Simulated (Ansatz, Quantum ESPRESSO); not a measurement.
# 1T-PtSe2, 1 layer: the gap on the mesh at a withheld member of a series

Method. Quantum ESPRESSO 7.5, PBE, SG15 norm-conserving. Cell and atoms are relaxed under PBE (GBRV files) and held. Screened hybrids with norm-conserving files, screening 0.106 per bohr, fixed occupations, a 9×9×1 mesh with exchange on 3×3×1 q points. Levels count from the potential in the middle of the vacuum. The series steps the share of short-range exact exchange (0.25 is HSE06, 0 is PBE).

| share of short-range exact exchange | gap on the mesh (eV) |
| --- | --- |
| 0 | 1.392 |
| 0.1 | 1.638 |
| 0.15 | 1.767 |
| 0.2 | 1.899 |
| 0.3 | 2.175 |
| 0.4 | 2.465 |

To predict: What is the gap on the mesh at 0.25?

**Worked estimate.** The rows at 0.2 and 0.3 give a slope of (2.175 − (1.899))/(0.3 − (0.2)) = 2.76, so a straight line gives 2.037 eV. A parabola through these and the row at 0.15 gives 2.035 eV.

**Check.** 2.035 eV. The line misses by +0.002 and the parabola by 0.000 eV. Both misses are under 5 % of the step from the nearer row.

**Limits.** Gaps are those of the mesh; no spin-orbit coupling; the q mesh was not tested; the geometry stays that of PBE.
